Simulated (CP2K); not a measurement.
Cyanamide has these distinct N atoms: N1 (bonded to C and 2 H) and N3 (bonded to C).

```xyz
5

N    -0.5839    0.0175    0.1875
C     0.7572   -0.0334    0.0553
N     1.9263   -0.0732    0.0055
H    -1.0150    0.8924   -0.1021
H    -1.0846   -0.8034   -0.1460
```

Their partial N K spectra (CP2K XAS_TDP, all-electron GAPW, PBEh(45%), aug-cc-pVTZ, TDA, GW2X-corrected core level, no relativity) are given in random order, each times the number of alike atoms.

Gaussian full width 0.5 eV, oscillator strength per eV, alike atoms added, rows of zeros left out:

| E (eV) | curve 1 | curve 2 |
| --- | --- | --- |
| 398.00 | 0.001 | 0.000 |
| 398.25 | 0.023 | 0.000 |
| 398.50 | 0.092 | 0.000 |
| 398.75 | 0.093 | 0.000 |
| 399.00 | 0.024 | 0.000 |
| 399.25 | 0.002 | 0.000 |
| 399.50 | 0.002 | 0.000 |
| 399.75 | 0.027 | 0.000 |
| 400.00 | 0.088 | 0.000 |
| 400.25 | 0.073 | 0.000 |
| 400.50 | 0.015 | 0.000 |
| 400.75 | 0.001 | 0.000 |
| 401.00 | 0.001 | 0.000 |
| 401.25 | 0.003 | 0.000 |
| 401.50 | 0.004 | 0.000 |
| 401.75 | 0.001 | 0.000 |
| 402.25 | 0.000 | 0.001 |
| 402.50 | 0.000 | 0.005 |
| 402.75 | 0.002 | 0.009 |
| 403.00 | 0.003 | 0.008 |
| 403.25 | 0.003 | 0.026 |
| 403.50 | 0.005 | 0.034 |
| 403.75 | 0.011 | 0.012 |
| 404.00 | 0.010 | 0.002 |
| 404.25 | 0.004 | 0.012 |
| 404.50 | 0.002 | 0.049 |
| 404.75 | 0.003 | 0.057 |
| 405.00 | 0.003 | 0.033 |
| 405.25 | 0.005 | 0.039 |
| 405.50 | 0.010 | 0.026 |
| 405.75 | 0.012 | 0.010 |
| 406.00 | 0.011 | 0.021 |
| 406.25 | 0.015 | 0.037 |
| 406.50 | 0.016 | 0.040 |
| 406.75 | 0.007 | 0.023 |
| 407.00 | 0.003 | 0.009 |
| 407.25 | 0.011 | 0.015 |
| 407.50 | 0.014 | 0.025 |
| 407.75 | 0.005 | 0.016 |
| 408.00 | 0.002 | 0.003 |
| 408.25 | 0.006 | 0.000 |
| 408.50 | 0.006 | 0.000 |
| 408.75 | 0.002 | 0.000 |
| 409.00 | 0.002 | 0.002 |
| 409.25 | 0.003 | 0.007 |
| 409.50 | 0.003 | 0.010 |
| 409.75 | 0.001 | 0.006 |
| 410.00 | 0.000 | 0.004 |
| 410.25 | 0.001 | 0.006 |
| 410.50 | 0.001 | 0.014 |
| 410.75 | 0.003 | 0.015 |
| 411.00 | 0.011 | 0.014 |
| 411.25 | 0.015 | 0.021 |
| 411.50 | 0.010 | 0.020 |
| 411.75 | 0.020 | 0.024 |

**Question.** Which curve belongs to which atom?

Curve 1: N3 (bonded to C), leading line at 398.63 eV (f = 0.059 an atom), ionisation energy 403.81 eV, term value 5.18 eV. Curve 2: N1 (bonded to C and 2 H), leading line at 403.43 eV (f = 0.019 an atom), ionisation energy 406.36 eV, term value 2.93 eV. The leading line of an atom is its first one with 35 % of the strongest within 2.5 eV of its lowest line over the strength cut. A line lies at the core ionisation energy, which rises as an atom loses charge to its neighbours or to a π system, less the term value, which is large for a low π* or σ* orbital with weight on that atom.

[Banner, clock and machine lines of the logs are left out without a mark of their own.]

[Logs are printed without paths, hosts, clocks, repeated set-up lines and the standing remarks that a program may print on its own settings, such as how far it seeks lower states.]

[Hosts, paths, dates, database ids (printed as entryN), source tags and the programs' standing remarks are cut or masked in the printed files.]
